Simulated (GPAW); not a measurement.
# AlGaN2 (P-4m2): one start, several treatments of the self-energy

Aim: compare treatments of exchange, screening and correlation for the gap of AlGaN2 (P-4m2).

Program: GPAW 26.7.0. Level of theory: LDA and many-body steps on it, plane waves. Results are calculated unless marked as measured.

## (1) Set-up

The structure is tetragonal, space group P-4m2 (No. 115). Conventional cell: a = 3.141 Å, b = 3.141 Å, c = 4.424 Å, α = 90.00°, β = 90.00°, γ = 90.00°. Nearest to Al lie 4 N at 1.89 Å. Nearest to Ga lie 4 N at 1.95 Å. Nearest to N lie 2 Al at 1.89 Å and 2 Ga at 1.95 Å. Farther neighbours and most contacts between anions are not listed.

Structure file:

```xyz
4
Lattice="3.1409 0.0000 0.0000 0.0000 3.1409 0.0000 0.0000 0.0000 4.4238" Properties=species:S:1:pos:R:3 pbc="T T T"
Al    1.5704    1.5704    2.2119
Ga    0.0000    0.0000    0.0000
N     1.5704    0.0000    3.2660
N     0.0000    1.5704    1.1579
```

The cell and positions are those that the Materials Project relaxed with its own functionals (PBE, PBE+U or r2SCAN), kept fixed.

## (2) Empty states on the mesh, 4×4×4 mesh, 290 bands

This step: GPAW 26.7.0; DFT, LDA, plane waves, PAW.

The sums over transitions need many empty states on a uniform mesh; this step solves for them.

run.py

```python
import json
import numpy as np
from gpaw.mpi import world
from gpaw import GPAW

calc = GPAW('gs.gpw').fixed_density(kpts={'size': (4, 4, 4), 'gamma': True},
    parallel={'domain': 1, 'band': 1},
    txt='nscf.txt')
calc.diagonalize_full_hamiltonian(nbands=290)
calc.write('full.gpw', mode='all')
res = {}
kpts = calc.get_ibz_k_points()
res['kpts'] = kpts
res['eigenvalues'] = [calc.get_eigenvalues(kpt=k) for k in range(len(kpts))]
res['n_electrons'] = calc.get_number_of_electrons()

if world.rank == 0:
    with open('result.json', 'w') as f:
        json.dump(res, f, default=lambda x: x.tolist())
```

Launch:

```console
$ mpirun -n 4 gpaw python run.py
```

Numbers of over 12 decimals in the logs are rounded to 6 here.

Log:

```text
Diagonalizing LCAO Hamiltonian
Converting LCAO to pw mode
convergence criteria:
- Maximum integral of absolute [eigenst]ate change: 4e-08 eV^2 / valence electron
maximum number of iterations: 100

SCF iterations
|iter     |     time |      energy | eigst |  dens |
|iter:   1|  |             | +0.86 |       |
|iter:   2|  |             | -0.57 |       |
|iter:   3|  |             | -1.44 |       |
[...]
|iter:  10|  |             | -6.43 |       |
|iter:  11|  |             | -6.72 |       |
|iter:  12|  |             | -7.48c|       |
SCF steps: 12
  __  _  _
 | _ |_)|_||  |
 |__||  | ||/\| - 26.7.0

Input parameters:
  mode=PW(ecut=600.0),
  convergence={'density': 1e-06, 'bands': -3},
  gpts=array([18, 18, 25]),
  kpts=MonkhorstPack(size=(4, 4, 4), gamma=True),
  maxiter=100,
  nbands=16,
  occupations=Occupations(name='fermi-dirac', width=0.001, fixmagmom=False),
  parallel={'domain': 1, 'band': 1},
  xc=XC(name='LDA')
Matrix size: 1465x1465
# Writing to full.gpw (mode='all')
  [... matrices ...]

timing:  # [seconds]
  Total: 14.802  # ━━━━━━━━━━━━━━━━━━━━━━━━━━━━━━━━━━━━━━━━━━━━━━━━━━━━━━━━━━
```

The job ended after 18 s (4 MPI ranks of Arm Neoverse V2, shared host; peak memory 1.4 GiB; 73 s of CPU time).

Numbers from this step:

* gap: 2.933 eV
* k of the valence top: 0, 0, 0
* k of the conduction bottom: 0, 0, 0
* least direct gap: 2.933 eV
* k points computed: 18
* lowest point of the top converged band, above the valence top: 186.9323 eV

On this mesh the gap is 2.933 eV.

## (3) G0W0, Godby-Needs plasmon pole

Now the one-shot GW correction: screening in the RPA, then the self-energy of the levels asked for.

This step: G0W0 on LDA, plane waves, PAW.

run.py

```python
import json
import numpy as np
from gpaw.mpi import world
from gpaw.response.g0w0 import G0W0

gw = G0W0('full.gpw',
    filename='gw',
    kpts=[0],
    bands=(6, 10),
    ecut=120,
    nbands=130,
    integrate_gamma='WS',
    ppa=True)
gw.calculate()
res = {mode: {k: v for k, v in r.items() if k != 'sigma_eskwn'}
       for mode, r in gw.all_results.items()}

if world.rank == 0:
    with open('result.json', 'w') as f:
        json.dump(res, f, default=lambda x: x.tolist())
```

Launch:

```console
$ mpirun -n 4 gpaw python run.py
```

Log:

```text
Using integrator: PointIntegrator
FrequencyGridDescriptor(from 0.000+0.000j to 0.000+27.211j eV, 2 points)
Nonperiodic BCs:  [False False False]
Using integrator: PointIntegrator
FrequencyGridDescriptor(from 0.000+0.000j to 0.000+27.211j eV, 2 points)
Nonperiodic BCs:  [False False False]
  ___  _ _ _
 |   || | | |
 | | || | | |
 |__ ||_____|
 |___|

BZ k-points: Symmetries present (total): 8

  [... matrices ...]
64 k-points: 4 x 4 x 4 Monkhorst-Pack grid + [1/8,1/8,1/8]
18 k-points in the irreducible part of the Brillouin zone
       k-points in crystal coordinates                weights
   0:     0.00000000    0.00000000    0.00000000          1/64
   1:     0.00000000    0.00000000    0.25000000          2/64
   2:     0.00000000    0.00000000    0.50000000          1/64
   3:     0.25000000    0.00000000    0.00000000          4/64
   4:     0.25000000    0.00000000    0.25000000          8/64
   5:     0.25000000    0.00000000    0.50000000          4/64
   6:     0.25000000    0.25000000    0.00000000          4/64
   7:     0.25000000    0.25000000    0.25000000          8/64
   8:     0.25000000    0.25000000    0.50000000          4/64
   9:     0.50000000    0.00000000    0.00000000          2/64
          ...
  17:     0.50000000    0.50000000    0.50000000          1/64

Distributing spins, k-points and bands (1 x 1 x 4) over 4 processes
Number of blocks: 1

Quasi particle states:
k-points (IBZ indices): [0]
Band range: (6, 10)
  [... matrices ...]
Computational parameters:
Plane wave cut-off: 120 eV
Number of bands: 130
Coulomb cutoff: None
Broadening: 0.1 eV

fxc modes: GW
Kernel: RPA
Using Godby-Needs plasmon-pole approximation:
  Fitting energy: i*E0, E0 = 1.000 Hartree
Summing all q:

Calculating screened Coulomb potential
No Coulomb truncation
FrequencyGridDescriptor(from 0.000+0.000j to 0.000+27.211j eV, 2 points)
Removing empty qpoint cache files...

Calculating chi0 body with:
    Ground state adapter containing:
    Number of spins: 1
    Number of kpoints: 64
    Number of irreducible kpoints: 18
    Number of completely occupied states: 8
    Number of partially occupied states: 8
    Occupied states memory: 0.98876953125 M / cpu

    Linear response parametrization:
    q_c: [0.0, 0.0, 0.0]
    Number of frequency points: 2
    Planewave cutoff: 120.0
    Number of bands: 130
    Number of planewaves: 123
    Broadening (eta): 1e-06
    comm.size: 4
    kncomm.size: 4
    blockcomm.size: 1

    Memory estimate of potentially large arrays:
        chi0_wGG: 0.461700 M / cpu
Integrating chi0 body.

Symmetries of q_c:
    Direct symmetries (Uq -> q): 8
    Indirect symmetries (TUq -> q): 8
In total 16 allowed symmetries.

  [... matrices ...]
18 groups of equivalent kpoints. 71.875% reduction.

Integral kind: response function
Integrating chi0 head and wings.

Symmetries of q_c:
    Direct symmetries (Uq -> q): 8
    Indirect symmetries (TUq -> q): 8
In total 16 allowed symmetries.

  [... matrices ...]
18 groups of equivalent kpoints. 71.875% reduction.

Integral kind: response function wings

Calculating chi0 body with:
    Ground state adapter containing:
    Number of spins: 1
    Number of kpoints: 64
    Number of irreducible kpoints: 18
    Number of completely occupied states: 8
    Number of partially occupied states: 8
    Occupied states memory: 0.98876953125 M / cpu

    Linear response parametrization:
[... the further q-points ...]

Results:
f:      Occupation numbers
eps:     KS-eigenvalues [eV]
vxc:     KS vxc [eV]
exx:     Exact exchange [eV]
sigma:   Self-energies [eV]
dsigma:  Self-energy derivatives
Z:       Renormalization factors
qp:      QP-energies [eV]

k-point 0 (0): (0.000, 0.000, 0.000)                GW
band       f     eps     vxc     exx   sigma  dsigma       Z      qp
                                                                   GW
   6   1.000   5.908 -18.510 -21.993   2.931  -0.271   0.787   5.473
   7   1.000   5.908 -18.510 -21.992   2.930  -0.271   0.787   5.474
   8   0.000   8.840 -15.637 -10.895  -3.419  -0.226   0.816   9.920
   9   0.000   9.436 -12.551  -7.924  -3.759  -0.203   0.831  10.157
```

Elapsed: 30 s, on 4 MPI ranks; peak memory 1.3 GiB.

This step gave:

```
G0W0 gap on the points computed              : 4.446 eV
least direct G0W0 gap on the computed points : 4.446 eV
Z at the valence top                         : 0.7868
Z at the conduction bottom                   : 0.8159
starting gap on the mesh                     : 2.933 eV
k of the valence top                         : 0, 0, 0
k of the conduction bottom                   : 0, 0, 0
```

The gap on the mesh goes from 2.93 eV to 4.45 eV, a correction of +1.51 eV.

## (4) One-shot HSE06

This step: one-shot HSE06 levels on LDA orbitals, plane waves, PAW.

run.py

```python
import json
import numpy as np
from gpaw.mpi import world
from gpaw.hybrids.eigenvalues import non_self_consistent_eigenvalues

dft, vxc, vxc_hyb = non_self_consistent_eigenvalues('full.gpw', 'HSE06', 6, 10, kpt_indices=[0])
res = {'dft': dft[0], 'hybrid': (dft - vxc + vxc_hyb)[0]}
if world.rank == 0:
    with open('hybrid.txt', 'w') as f:
        for k, e0, e1 in zip([0], res['dft'], res['hybrid']):
            print(k, ' '.join(f'{x:9.4f}' for x in e0), '|', ' '.join(f'{x:9.4f}' for x in e1), file=f)

if world.rank == 0:
    with open('result.json', 'w') as f:
        json.dump(res, f, default=lambda x: x.tolist())
```

Launch:

```console
$ mpirun -n 4 gpaw python run.py
```

Log:

```text
IBZ(<points: 18, symmetries: 8>)
Occupied bands: 8
Transforming wave functions from IBZ to BZ: 0.012 seconds
Distributing wave functions and iFFT-ing to real space: 0.123 seconds
Calculating eigenvalues:
  k-points: 1
  Bands: 6-9 (inclusive)
  Seconds: 0.149 (wave-function broadcasting: 0.004 seconds)
HSE06-eigenvalue shifts:
  min: -0.706 eV
  ave: -0.013 eV
  max: 0.729 eV
```

Run time: 2.4 s. Hardware: 4 MPI ranks; peak memory 0.76 GiB; 9.2 s of CPU time.

This step gave:

```
starting gap on the mesh                       : 2.933 eV
hybrid gap on the mesh                         : 4.269 eV
least direct hybrid gap on the computed points : 4.269 eV
```

## (5) G0W0, extrapolated in the cutoff

This step: G0W0 on LDA, plane waves, PAW.

run.py

```python
import json
import numpy as np
from gpaw.mpi import world
from gpaw.response.g0w0 import G0W0

gw = G0W0('full.gpw',
    filename='gw',
    kpts=[0],
    bands=(6, 10),
    ecut=200.0,
    integrate_gamma='WS',
    ppa=True,
    ecut_extrapolation=True)
gw.calculate()
res = {mode: {k: v for k, v in r.items() if k != 'sigma_eskwn'}
       for mode, r in gw.all_results.items()}

if world.rank == 0:
    with open('result.json', 'w') as f:
        json.dump(res, f, default=lambda x: x.tolist())
```

Launch:

```console
$ mpirun -n 4 gpaw python run.py
```

Log:

```text
Using integrator: PointIntegrator
FrequencyGridDescriptor(from 0.000+0.000j to 0.000+27.211j eV, 2 points)
Nonperiodic BCs:  [False False False]
Using integrator: PointIntegrator
FrequencyGridDescriptor(from 0.000+0.000j to 0.000+27.211j eV, 2 points)
Nonperiodic BCs:  [False False False]
  ___  _ _ _
 |   || | | |
 | | || | | |
 |__ ||_____|
 |___|

BZ k-points: Symmetries present (total): 8

  [... matrices ...]
64 k-points: 4 x 4 x 4 Monkhorst-Pack grid + [1/8,1/8,1/8]
18 k-points in the irreducible part of the Brillouin zone
       k-points in crystal coordinates                weights
   0:     0.00000000    0.00000000    0.00000000          1/64
   1:     0.00000000    0.00000000    0.25000000          2/64
   2:     0.00000000    0.00000000    0.50000000          1/64
[...]
9:     0.50000000    0.00000000    0.00000000          2/64
          ...
  17:     0.50000000    0.50000000    0.50000000          1/64

Distributing spins, k-points and bands (1 x 1 x 4) over 4 processes
Number of blocks: 1

Quasi particle states:
k-points (IBZ indices): [0]
Band range: (6, 10)
  [... matrices ...]
Computational parameters:
Extrapolating to infinite plane wave cut-off using points at:
  172.355 eV
  184.896 eV
  200.000 eV
Number of bands: 280
Coulomb cutoff: None
Broadening: 0.1 eV

fxc modes: GW
Kernel: RPA
Using Godby-Needs plasmon-pole approximation:
  Fitting energy: i*E0, E0 = 1.000 Hartree
Summing all q:

Calculating screened Coulomb potential
No Coulomb truncation
FrequencyGridDescriptor(from 0.000+0.000j to 0.000+27.211j eV, 2 points)
Removing empty qpoint cache files...

Calculating chi0 body with:
    Ground state adapter containing:
    Number of spins: 1
    Number of kpoints: 64
    Number of irreducible kpoints: 18
[...]
Number of partially occupied states: 8
    Occupied states memory: 0.98876953125 M / cpu

    Linear response parametrization:
    q_c: [0.0, 0.0, 0.0]
    Number of frequency points: 2
    Planewave cutoff: 200.0
    Number of bands: 280
    Number of planewaves: 287
    Broadening (eta): 1e-06
    comm.size: 4
    kncomm.size: 4
    blockcomm.size: 1

    Memory estimate of potentially large arrays:
        chi0_wGG: 2.513702 M / cpu
Integrating chi0 body.

Symmetries of q_c:
    Direct symmetries (Uq -> q): 8
    Indirect symmetries (TUq -> q): 8
In total 16 allowed symmetries.

  [... matrices ...]
18 groups of equivalent kpoints. 71.875% reduction.

Integral kind: response function
Integrating chi0 head and wings.

Symmetries of q_c:
    Direct symmetries (Uq -> q): 8
    Indirect symmetries (TUq -> q): 8
In total 16 allowed symmetries.

  [... matrices ...]
18 groups of equivalent kpoints. 71.875% reduction.

Integral kind: response function wings

Calculating chi0 body with:
    Ground state adapter containing:
    Number of spins: 1
    Number of kpoints: 64
    Number of irreducible kpoints: 18
    Number of completely occupied states: 8
    Number of partially occupied states: 8
    Occupied states memory: 0.98876953125 M / cpu

    Linear response parametrization:
[... the further q-points ...]
Extrapolating selfenergy to infinite energy cutoff:
  Performing linear fit to 3 points
  Minimum R^2 = 0.9962. (R^2 Should be close to 1)
  [... matrices ...]
Results:
f:      Occupation numbers
eps:     KS-eigenvalues [eV]
vxc:     KS vxc [eV]
exx:     Exact exchange [eV]
sigma:   Self-energies [eV]
dsigma:  Self-energy derivatives
Z:       Renormalization factors
qp:      QP-energies [eV]

k-point 0 (0): (0.000, 0.000, 0.000)                GW
band       f     eps     vxc     exx   sigma  dsigma       Z      qp
                                                                   GW
   6   1.000   5.908 -18.510 -21.993   2.316  -0.281   0.781   4.997
   7   1.000   5.908 -18.510 -21.992   2.316  -0.281   0.781   4.997
   8   0.000   8.840 -15.637 -10.895  -3.802  -0.233   0.811   9.603
   9   0.000   9.436 -12.551  -7.924  -3.953  -0.205   0.830   9.995
```

Wall time 3.7 min (4 MPI ranks); peak memory 1.5 GiB.

This step gave:

```
quasiparticle gap on the points computed              : 4.605 eV
least direct quasiparticle gap on the computed points : 4.605 eV
Z at the valence top                                  : 0.7808
Z at the conduction bottom                            : 0.8113
starting gap on the mesh                              : 2.933 eV
k of the valence top                                  : 0, 0, 0
k of the conduction bottom                            : 0, 0, 0
gaps at the cutoffs of the extrapolation              : 4.520, 4.530, 4.537 eV
```

Against G0W0 in GPAW (4×4×4 mesh, 130 bands, screening to 120 eV, Godby-Needs plasmon pole), the gap moves by +0.159 eV.

## (6) One-shot Hartree-Fock

This step: one-shot Hartree-Fock levels on LDA orbitals, plane waves, PAW.

run.py

```python
import json
import numpy as np
from gpaw.mpi import world
from gpaw.hybrids.eigenvalues import non_self_consistent_eigenvalues

dft, vxc, vxc_hyb = non_self_consistent_eigenvalues('full.gpw', 'EXX', 6, 10, kpt_indices=[0])
res = {'dft': dft[0], 'hybrid': (dft - vxc + vxc_hyb)[0]}
if world.rank == 0:
    with open('hybrid.txt', 'w') as f:
        for k, e0, e1 in zip([0], res['dft'], res['hybrid']):
            print(k, ' '.join(f'{x:9.4f}' for x in e0), '|', ' '.join(f'{x:9.4f}' for x in e1), file=f)

if world.rank == 0:
    with open('result.json', 'w') as f:
        json.dump(res, f, default=lambda x: x.tolist())
```

Launch:

```console
$ mpirun -n 4 gpaw python run.py
```

Log:

```text
IBZ(<points: 18, symmetries: 8>)
Occupied bands: 8
Transforming wave functions from IBZ to BZ: 0.012 seconds
Distributing wave functions and iFFT-ing to real space: 0.128 seconds
Calculating eigenvalues:
  k-points: 1
  Bands: 6-9 (inclusive)
  Seconds: 0.232 (wave-function broadcasting: 0.004 seconds)
HSE06-eigenvalue shifts:
  min: -3.482 eV
  ave: 0.601 eV
  max: 4.741 eV
```

It took 2.3 s on 4 MPI ranks; peak memory 0.82 GiB; 8.9 s of CPU time.

Numbers from this step:

```yaml
starting_gap_on_the_mesh: 2.933 eV
hybrid_gap_on_the_mesh: 11.16 eV
least_direct_hybrid_gap_on_the_computed_points: 11.16 eV
```

## (7) G0W0, full frequency, Hilbert transform

This step: G0W0 on LDA, plane waves, PAW.

run.py

```python
import json
import numpy as np
from gpaw.mpi import world
from gpaw.response.g0w0 import G0W0

gw = G0W0('full.gpw',
    filename='gw',
    kpts=[0],
    bands=(6, 10),
    ecut=120,
    nbands=130,
    integrate_gamma='WS',
    frequencies={'type': 'nonlinear', 'domega0': 0.1, 'omega2': 15.0},
    eta=0.1,
    nblocksmax=True)
gw.calculate()
res = {mode: {k: v for k, v in r.items() if k != 'sigma_eskwn'}
       for mode, r in gw.all_results.items()}

if world.rank == 0:
    with open('result.json', 'w') as f:
        json.dump(res, f, default=lambda x: x.tolist())
```

Launch:

```console
$ mpirun -n 4 gpaw python run.py
```

Log:

```text
Using integrator: PointIntegrator
NonLinearFrequencyDescriptor(from 0.000 to 123.456 eV, 281 points)
Nonperiodic BCs:  [False False False]
Using integrator: PointIntegrator
NonLinearFrequencyDescriptor(from 0.000 to 123.456 eV, 281 points)
Nonperiodic BCs:  [False False False]
  ___  _ _ _
 |   || | | |
 | | || | | |
 |__ ||_____|
 |___|

BZ k-points: Symmetries present (total): 8

  [... matrices ...]
64 k-points: 4 x 4 x 4 Monkhorst-Pack grid + [1/8,1/8,1/8]
18 k-points in the irreducible part of the Brillouin zone
       k-points in crystal coordinates                weights
[...]
Results:
f:      Occupation numbers
eps:     KS-eigenvalues [eV]
vxc:     KS vxc [eV]
exx:     Exact exchange [eV]
sigma:   Self-energies [eV]
dsigma:  Self-energy derivatives
Z:       Renormalization factors
qp:      QP-energies [eV]

k-point 0 (0): (0.000, 0.000, 0.000)                GW
band       f     eps     vxc     exx   sigma  dsigma       Z      qp
                                                                   GW
   6   1.000   5.908 -18.510 -21.993   2.848  -0.296   0.772   5.418
   7   1.000   5.908 -18.510 -21.992   2.848  -0.296   0.772   5.418
   8   0.000   8.840 -15.637 -10.895  -3.420  -0.242   0.805   9.904
   9   0.000   9.436 -12.551  -7.924  -3.756  -0.215   0.823  10.153
```

It took 63 s on 4 MPI ranks; peak memory 1.6 GiB.

This step gave:

| Quantity | Value |
| --- | --- |
| G0W0 gap on the points computed | 4.486 eV |
| least direct G0W0 gap on the computed points | 4.486 eV |
| starting gap on the mesh | 2.933 eV |
| k of the valence top | 0, 0, 0 |
| k of the conduction bottom | 0, 0, 0 |

Against G0W0 in GPAW (4×4×4 mesh, 130 bands, screening to 120 eV, Godby-Needs plasmon pole), the gap moves by +0.040 eV.

## (8) The runs together

Times are wall times on 4 MPI ranks of Arm Neoverse V2, shared host, good to a factor of about two.

```tsv
run	mesh	bands	screening cutoff (eV)	DFT gap (eV)	gap on the mesh (eV)	direct (eV)	time
G0W0, Godby-Needs plasmon pole	4×4×4	130	120	2.933	4.446	4.446	30 s
one-shot HSE06	4×4×4	-	-	2.933	4.269	4.269	2.4 s
G0W0, extrapolated in the cutoff	4×4×4	-	200	2.933	4.605	4.605	3.7 min
one-shot Hartree-Fock	4×4×4	-	-	2.933	11.156	11.156	2.3 s
G0W0, full frequency, Hilbert transform	4×4×4	130	120	2.933	4.486	4.486	63 s
```

## (9) Summary of results

| Quantity | Value |
| --- | --- |
| G0W0, Godby-Needs plasmon pole | 4.446 eV |
| one-shot HSE06 | 4.269 eV |
| G0W0, extrapolated in the cutoff | 4.605 eV |
| one-shot Hartree-Fock | 11.156 eV |
| G0W0, full frequency, Hilbert transform | 4.486 eV |
| known limits | not at the basis limit; no spin-orbit coupling; coarse k mesh |

What this shows: One-shot HSE06: −0.177 eV against G0W0, Godby-Needs plasmon pole. G0W0, extrapolated in the cutoff: +0.159 eV against G0W0, Godby-Needs plasmon pole, at other bands or cutoff, so not like for like. One-shot Hartree-Fock: +6.710 eV against G0W0, Godby-Needs plasmon pole. G0W0, full frequency, Hilbert transform: +0.040 eV against G0W0, Godby-Needs plasmon pole. Bare exchange alone opens the gap to 11.16 eV; against G0W0, correlation takes back 6.71 eV. One-shot hybrid levels are evaluated on the LDA orbitals. Bands and cutoff are finite, so the gap is not at the basis limit. The miss can reach some tenths of an eV and take either sign; the mesh is an error of its own. These stock PAW sets were not made for GW; the filled d or f shell of Ga lies in the frozen core, which bears on start and correction. In the G0W0 runs levels were corrected at 1 k point alone, so a gap called «on the mesh» is the least over those, and an edge elsewhere would be missed. The 4×4×4 mesh is coarse for this cell, which bears on the long-range parts of exchange and screening. The many-body steps are scalar-relativistic: spin-orbit coupling is not in them.

[Paths, hosts, dates, memory and timing lines, banners, echoed tables and standing remarks are left out of the program output.]

[Logs are printed without paths, hosts, clocks, repeated set-up lines and the standing remarks that a program may print on its own settings, such as how far it seeks lower states.]

[Runs of the session that timed out or met a known fault of the program may be left out.]

[Hosts, paths, dates, database ids (printed as entryN), source tags and the programs' standing remarks are cut or masked in the printed files.]
